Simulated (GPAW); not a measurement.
# Polarising Ga2SSe monolayer with a field along the normal

The dipole of the cell at several fields, atoms fixed. What does the strongest field give, and what length does the slope stand for?

How it was computed: GPAW 26.7.0, plane waves (400 eV), PAW setups, PBE, 9×9 mesh, a dipole layer in the vacuum; geometry relaxed without an applied field with GPAW. The cell's area is 12.07 Å², and e/ε0 = 180.95 V Å.

Results, with one row withheld:

```tsv
field (V/Å)	dipole (e Å)
−0.2	−0.1063
−0.1	−0.0625
−0.05	−0.0406
0.05	0.0032
0.1	0.0251
0.2	0.0690
0.3	?
```

Q: What is the dipole at 0.3 V/Å?

Worked answer. A line through the 6 points has the slope α = 0.438 e Å per V/Å and the intercept p₀ = −0.0187 e Å (r.m.s. residual 2.7e−05). At 0.3 V/Å it gives p = −0.0187 + 0.438 × 0.3 = 0.1128 e Å; the run gives 0.1129 e Å, so the response stays linear to 0.1 % of the induced part. Dividing by ε0 and the area: α/(ε0 A) = 0.438 × 180.95 / 12.07 = 6.57 Å, against 4.75 Å between the outer nuclei. For a gapped layer this length is t(1 − 1/ε), so it fixes ε only once a thickness t is chosen.

**Limits.** This is the electronic response alone; ions that move would add to it in polar layers. No run was spin-polarised, so magnetic states weren't tested. Layers with unlike faces were relaxed with their cell in a fully periodic cell without the dipole layer, so their atoms felt a small spurious field.

[Logs are printed without paths, hosts, clocks, repeated set-up lines and the standing remarks that a program may print on its own settings, such as how far it seeks lower states.]
